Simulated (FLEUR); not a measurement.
# free Fe(001) film, 2 layers: anisotropy by force theorems

One state of free Fe(001) film, 2 layers is converged without symmetry. Force theorems then give its anisotropy.

Main program and level: FLEUR MaX-R8.1; PBE; all-electron FLAPW film, Dirac cores, scalar-relativistic bands.

Report form: the programs' logs are mostly left out.

**1. The starting structure**

The cell holds 2 atoms: 2 Fe. Its edges and angles: a = 2.866 Å, b = 2.866 Å, c = 15.433 Å, α = 90.0°, β = 90.0°, γ = 90.0°. Layers at typed spacings, unrelaxed. Vacuum lies along c.

**2. Self-consistent state**

The force theorems are single passes in this state's potential, so it has to be converged first.

No symmetry is used, so that later steps may turn the spins freely; k and −k are joined. FLEUR takes the sheet as a true film: the images along c are dropped, heights are typed in bohr, and the vacuum on both sides is semi-infinite. inpgen writes inp.xml from crystal.txt; cutoffs, mixing, functional, smearing and local orbitals are then set in the file. The k list scf (kpts.xml, not shown) is a Γ-centred 10×10×1 mesh; where the ranks do not divide the number of points, some are split in two of half the weight.

inp.xml

```
<?xml version="1.0" encoding="UTF-8" standalone="no"?>
<fleurInput fleurInputVersion="0.39">
   <comment>
      Fe
   </comment>
   <calculationSetup>
      <cutoffs Kmax="3.68" Gmax="11.0" GmaxXC="11.0" numbands="0"/>
      <scfLoop itmax="150" minDistance="0.00002" maxIterBroyd="15" imix="Anderson" alpha="0.03" precondParam="0.0" spinf="2.0" sdNocoIR="T"/>
      <coreElectrons ctail="F" frcor="F" kcrel="0" coretail_lmax="0"/>
      <xcFunctional name="pbe" relativisticCorrections="F"/>
      <magnetism jspins="2" l_noco="F" l_ss="F">
         <qss>0.0 0.0 0.0</qss>
         <mtNocoParams l_mperp="F" l_mtNocoPot="F" l_relaxSQA="F" mag_mixing_scheme="0" mix_RelaxWeightOffD="1.0" l_constrained="F" mix_constr="1.0"/>
         <sourceFreeMag l_sourceFree="F" l_scaleMag="F" mag_scale="1.0"/>
      </magnetism>
      <soc l_soc="F" theta="0.0" phi="0.0" spav="F"/>
      <expertModes spex="0" secvar="F"/>
      <geometryOptimization l_f="F" forcealpha="1.0" forcemix="BFGS" epsdisp="0.00001" epsforce="0.00001"/>
      <ldaU l_linMix="F" mixParam="0.05" spinf="1.0"/>
   </calculationSetup>
   <cell>
      <bzIntegration valenceElectrons="32.0" mode="hist" fermiSmearingEnergy="0.00183747">
         <kPointListSelection listName="scf"/>
         <xi:include xmlns:xi="http://www.w3.org/2001/XInclude" href="kpts.xml"> </xi:include>
      </bzIntegration>
      <xi:include xmlns:xi="http://www.w3.org/2001/XInclude" href="sym.xml"> </xi:include>
      <filmLattice scale="1.0" dVac="7.97" dTilda="10.47">
         <bravaisMatrixFilm>
            <row-1>    5.4159550731035999     0.0000000000000000</row-1>
            <row-2>    0.0000000000000000     5.4159550731035999</row-2>
         </bravaisMatrixFilm>
         <vacuumEnergyParameters vacuum="1" spinUp="-.25" spinDown="-.25"/>
         <vacuumEnergyParameters vacuum="2" spinUp="-.25" spinDown="-.25"/>
      </filmLattice>
   </cell>
   <atomSpecies>
      <species name="Iron (Fe) 2.800" element="Fe" atomicNumber="26">
         <mtSphere radius="2.23" gridPoints="737" logIncrement="0.016"/>
         <atomicCutoffs lmax="8" lnonsphr="6"/>
         <electronConfig flipSpins="F">
            <coreConfig>(1s1/2) (2s1/2) (2p1/2) (2p3/2)</coreConfig>
            <valenceConfig>(3s1/2) (3p1/2) (3p3/2) (4s1/2) (3d3/2) (3d5/2)</valenceConfig>
            <stateOccupation state="(3d3/2)" spinUp="1.4" spinDown="1.0"/>
            <stateOccupation state="(3d5/2)" spinUp="3.0" spinDown="0.6"/>
         </electronConfig>
         <energyParameters s="4" p="4" d="3" f="4"/>
         <lo type="SCLO" l="0" n="3" eDeriv="0"/>
         <lo type="SCLO" l="1" n="3" eDeriv="0"/>
      </species>
   </atomSpecies>
   <atomGroups>
      <atomGroup species="Iron (Fe) 2.800">
         <filmPos label="                   1">.0000000000 .0000000000 -1.3539745160</filmPos>
         <force calculate="T" relaxXYZ="TTT"/>
         <nocoParams  alpha="0.0" beta="0.0"/>
      </atomGroup>
      <atomGroup species="Iron (Fe) 2.800">
         <filmPos label="                   2">1.000/2.000 1.000/2.000 1.3539745160</filmPos>
         <force calculate="T" relaxXYZ="TTT"/>
         <nocoParams  alpha="0.0" beta="0.0"/>
      </atomGroup>
   </atomGroups>
   <output dos="F" band="F" slice="F">
      <bandDOS minEnergy="-.5*Htr" maxEnergy="0.5*Htr" sigma="0.015" storeEVData="T"/>
      <plotting iplot="0" polar="F">
         <plot TwoD="T" vec1="  1.0  0.0  0.0" vec2="  0.0  1.0  0.0" vec3="  0.0  0.0  1.0" zero="  0.0  0.0 -0.5" file="plot"/>
      </plotting>
      <moessbauerParams electricFieldGradient="F" isomerShift="F" coreHyperfine="F" valenceHyperfine="F"/>
   </output>
</fleurInput>
```

crystal.txt

```
Fe
&input film=T cartesian=F /
2.86600000000  0.00000000000  0.00000000000
0.00000000000  2.86600000000  0.00000000000
0.00000000000  0.00000000000  1.00000000000
1.8897261246
1.0 1.0 1.0

2
26 0.00000000000  0.00000000000  -1.35397451598 : 2.800
26 0.50000000000  0.50000000000  1.35397451598 : 2.800

&kpt div1=10 div2=10 div3=1 gamma=T /
```

Run with:

```
$ OMP_NUM_THREADS=1 inpgen -f crystal.txt -nosym -noco > inpgen.log  # inp.xml is then edited as shown
$ OMP_NUM_THREADS=1 mpirun -n 4 fleur_MPI > fleur.log
```

Elapsed: 65 s, on 4 MPI ranks of Arm Neoverse V1, shared host; peak memory 0.7 GiB; 4.3 min of CPU time.

Read from the output:

```
free energy                                                       : -69266.9085 eV
program's band gap on this mesh (in a metal only a level spacing) : 2.70e-9 eV
magnetization                                                     : 5.985 μB
final state                                                       : ferromagnetic
largest moment                                                    : 2.911 μB
```

After 27 cycles the largest moment stands at 2.91 μB.

**3. Energy against the direction of the moments, rung 1**

Anisotropy is a small difference, so it is taken from sums over occupied states at a frozen potential, where most errors cancel.

One pass with spin–orbit coupling for each direction, from the saved density. Inversion lets half of the mesh serve, which the program's warning doesn't know. The k list mae (kpts.xml, not shown) is a Γ-centred 17×17×1 mesh.

Changes to inp.xml since step 2:

```diff
@@ -6,4 +6,4 @@
    <calculationSetup>
-      <cutoffs Kmax="3.68" Gmax="11.0" GmaxXC="11.0" numbands="0"/>
-      <scfLoop itmax="150" minDistance="0.00002" maxIterBroyd="15" imix="Anderson" alpha="0.03" precondParam="0.0" spinf="2.0" sdNocoIR="T"/>
+      <cutoffs Kmax="3.68" Gmax="11.0" GmaxXC="11.0" numbands="64"/>
+      <scfLoop itmax="1" minDistance="0.00002" maxIterBroyd="15" imix="Anderson" alpha="0.03" precondParam="0.0" spinf="2.0" sdNocoIR="T"/>
       <coreElectrons ctail="F" frcor="F" kcrel="0" coretail_lmax="0"/>
@@ -15,3 +15,3 @@
       </magnetism>
-      <soc l_soc="F" theta="0.0" phi="0.0" spav="F"/>
+      <soc l_soc="T" theta="0.0" phi="0.0" spav="F"/>
       <expertModes spex="0" secvar="F"/>
@@ -22,3 +22,3 @@
       <bzIntegration valenceElectrons="32.0" mode="hist" fermiSmearingEnergy="0.00183747">
-         <kPointListSelection listName="scf"/>
+         <kPointListSelection listName="mae"/>
          <xi:include xmlns:xi="http://www.w3.org/2001/XInclude" href="kpts.xml"> </xi:include>
@@ -69,2 +69,5 @@
    </output>
+   <forceTheorem>
+      <MAE theta="0.0 1.5707963 1.5707963" phi="0.0 0.0 1.5707963"/>
+   </forceTheorem>
 </fleurInput>
```

Run with:

```
$ OMP_NUM_THREADS=1 mpirun -n 4 fleur_MPI -warn_only > fleur.log
```

The job ended after 16 s (4 MPI ranks; peak memory 0.51 GiB).

Anisotropy energies, by row:

| axis | x | y | z | band energy less the first axis' (meV a cell) |
| --- | --- | --- | --- | --- |
| z | 0 | 0 | 1 | 0 |
| x | 1 | 0 | 0 | 0.3805 |
| y | 0 | 1 | 0 | 0.3805 |

Shape anisotropy is not in these numbers.

**4. Energy against the direction of the moments, rung 2**

A second rung shows how far the first can be trusted.

The k list mae (kpts.xml, not shown) is a Γ-centred 26×26×1 mesh.

inp.xml is that of step 3.

The job ended after 34 s (4 MPI ranks; peak memory 0.73 GiB; 2.3 min of CPU time).

Anisotropy energies, by row:

| axis | x | y | z | band energy less the first axis' (meV a cell) |
| --- | --- | --- | --- | --- |
| z | 0 | 0 | 1 | 0 |
| x | 1 | 0 | 0 | 0.3214 |
| y | 0 | 1 | 0 | 0.3214 |

**5. Spin–orbit coupling, moments along z**

Spin–orbit coupling ties the spins to the lattice and lets orbital moments form.

A new self-consistent run of the start ferro ++, with the moments along z. The k list default-1 (kpts.xml, not shown) is a Γ-centred 26×26×1 mesh.

Changes to inp.xml since step 2:

```diff
@@ -6,12 +6,8 @@
    <calculationSetup>
-      <cutoffs Kmax="3.68" Gmax="11.0" GmaxXC="11.0" numbands="0"/>
+      <cutoffs Kmax="3.68" Gmax="11.0" GmaxXC="11.0" numbands="72"/>
       <scfLoop itmax="150" minDistance="0.00002" maxIterBroyd="15" imix="Anderson" alpha="0.03" precondParam="0.0" spinf="2.0" sdNocoIR="T"/>
-      <coreElectrons ctail="F" frcor="F" kcrel="0" coretail_lmax="0"/>
+      <coreElectrons ctail="T" frcor="F" kcrel="0" coretail_lmax="0"/>
       <xcFunctional name="pbe" relativisticCorrections="F"/>
-      <magnetism jspins="2" l_noco="F" l_ss="F">
-         <qss>0.0 0.0 0.0</qss>
-         <mtNocoParams l_mperp="F" l_mtNocoPot="F" l_relaxSQA="F" mag_mixing_scheme="0" mix_RelaxWeightOffD="1.0" l_constrained="F" mix_constr="1.0"/>
-         <sourceFreeMag l_sourceFree="F" l_scaleMag="F" mag_scale="1.0"/>
-      </magnetism>
-      <soc l_soc="F" theta="0.0" phi="0.0" spav="F"/>
+      <magnetism jspins="2"/>
+      <soc l_soc="T" theta="0.0" phi="0.0" spav="F"/>
       <expertModes spex="0" secvar="F"/>
@@ -22,3 +18,3 @@
       <bzIntegration valenceElectrons="32.0" mode="hist" fermiSmearingEnergy="0.00183747">
-         <kPointListSelection listName="scf"/>
+         <kPointListSelection listName="default-1"/>
          <xi:include xmlns:xi="http://www.w3.org/2001/XInclude" href="kpts.xml"> </xi:include>
@@ -32,3 +28,2 @@
          <vacuumEnergyParameters vacuum="1" spinUp="-.25" spinDown="-.25"/>
-         <vacuumEnergyParameters vacuum="2" spinUp="-.25" spinDown="-.25"/>
       </filmLattice>
@@ -52,10 +47,5 @@
       <atomGroup species="Iron (Fe) 2.800">
-         <filmPos label="                   1">.0000000000 .0000000000 -1.3539745160</filmPos>
+         <filmPos label="                   1">-1.000/4.000 -1.000/4.000 -1.3539745160</filmPos>
+         <filmPos label="                   2">1.000/4.000 1.000/4.000 1.3539745160</filmPos>
          <force calculate="T" relaxXYZ="TTT"/>
-         <nocoParams  alpha="0.0" beta="0.0"/>
-      </atomGroup>
-      <atomGroup species="Iron (Fe) 2.800">
-         <filmPos label="                   2">1.000/2.000 1.000/2.000 1.3539745160</filmPos>
-         <force calculate="T" relaxXYZ="TTT"/>
-         <nocoParams  alpha="0.0" beta="0.0"/>
       </atomGroup>
```

Changes to crystal.txt since step 2:

```diff
@@ -12,2 +12,3 @@
 
-&kpt div1=10 div2=10 div3=1 gamma=T /
+&soc 0.0000000 0.0000000 /
+&kpt div1=26 div2=26 div3=1 gamma=T /
```

Run with:

```
$ OMP_NUM_THREADS=1 inpgen -f crystal.txt > inpgen.log  # inp.xml is then edited as shown
$ OMP_NUM_THREADS=1 mpirun -n 4 fleur_MPI > fleur.log
```

The job ended after 2.5 min (4 MPI ranks; peak memory 0.47 GiB).

This step gave:

| Item | Value |
| --- | --- |
| free energy | -69266.9455 eV |
| program's band gap on this mesh (in a metal only a level spacing) | 0 eV |
| magnetization | 6.016 μB |
| final state | ferromagnetic |
| largest moment | 2.918 μB |
| orbital moment along the spin | 0.08106 μB |

Orbital moment in the sphere, along the spin axis by atom:

| atom | orbital moment in the sphere, along the spin axis (μB) |
| --- | --- |
| Fe1 | 0.0811 |
| Fe2 | 0.0811 |

**6. What came out**

| Item | Value |
| --- | --- |
| reference state | ferromagnetic |
| largest sphere moment | 2.91 μB |
| easy direction of those tried | z |
| energy along x less z, force theorem | 0.321 meV a primitive cell |
| orbital moment on the atom of largest spin, along its spin (spin–orbit run) | 0.0811 μB |

In words: By the force theorem the moments prefer z; shape anisotropy is not in it, and in a film it favours the plane. The difference for the second direction goes from 0.38 meV (mesh 17×17×1, 64 states, 64 s of CPU time) to 0.32 meV (mesh 26×26×1, 64 states, 2.3 min), so it is not converged. The orbital moment is parallel to the spin. The state was typed, and no other order was converged beside it, so it need not be the ground state.

[Logs and program files are shortened in this print: banners, set-up blocks, solver, clock and traceback lines can be left out without a mark of their own.]

[Logs are printed without paths, hosts, clocks, repeated set-up lines and the standing remarks that a program may print on its own settings, such as how far it seeks lower states.]

[Hosts, paths, dates, database ids (printed as entryN), source tags and the programs' standing remarks are cut or masked in the printed files.]

[Where a cell is said to come from a database of computed structures, the database is the Materials Project.]
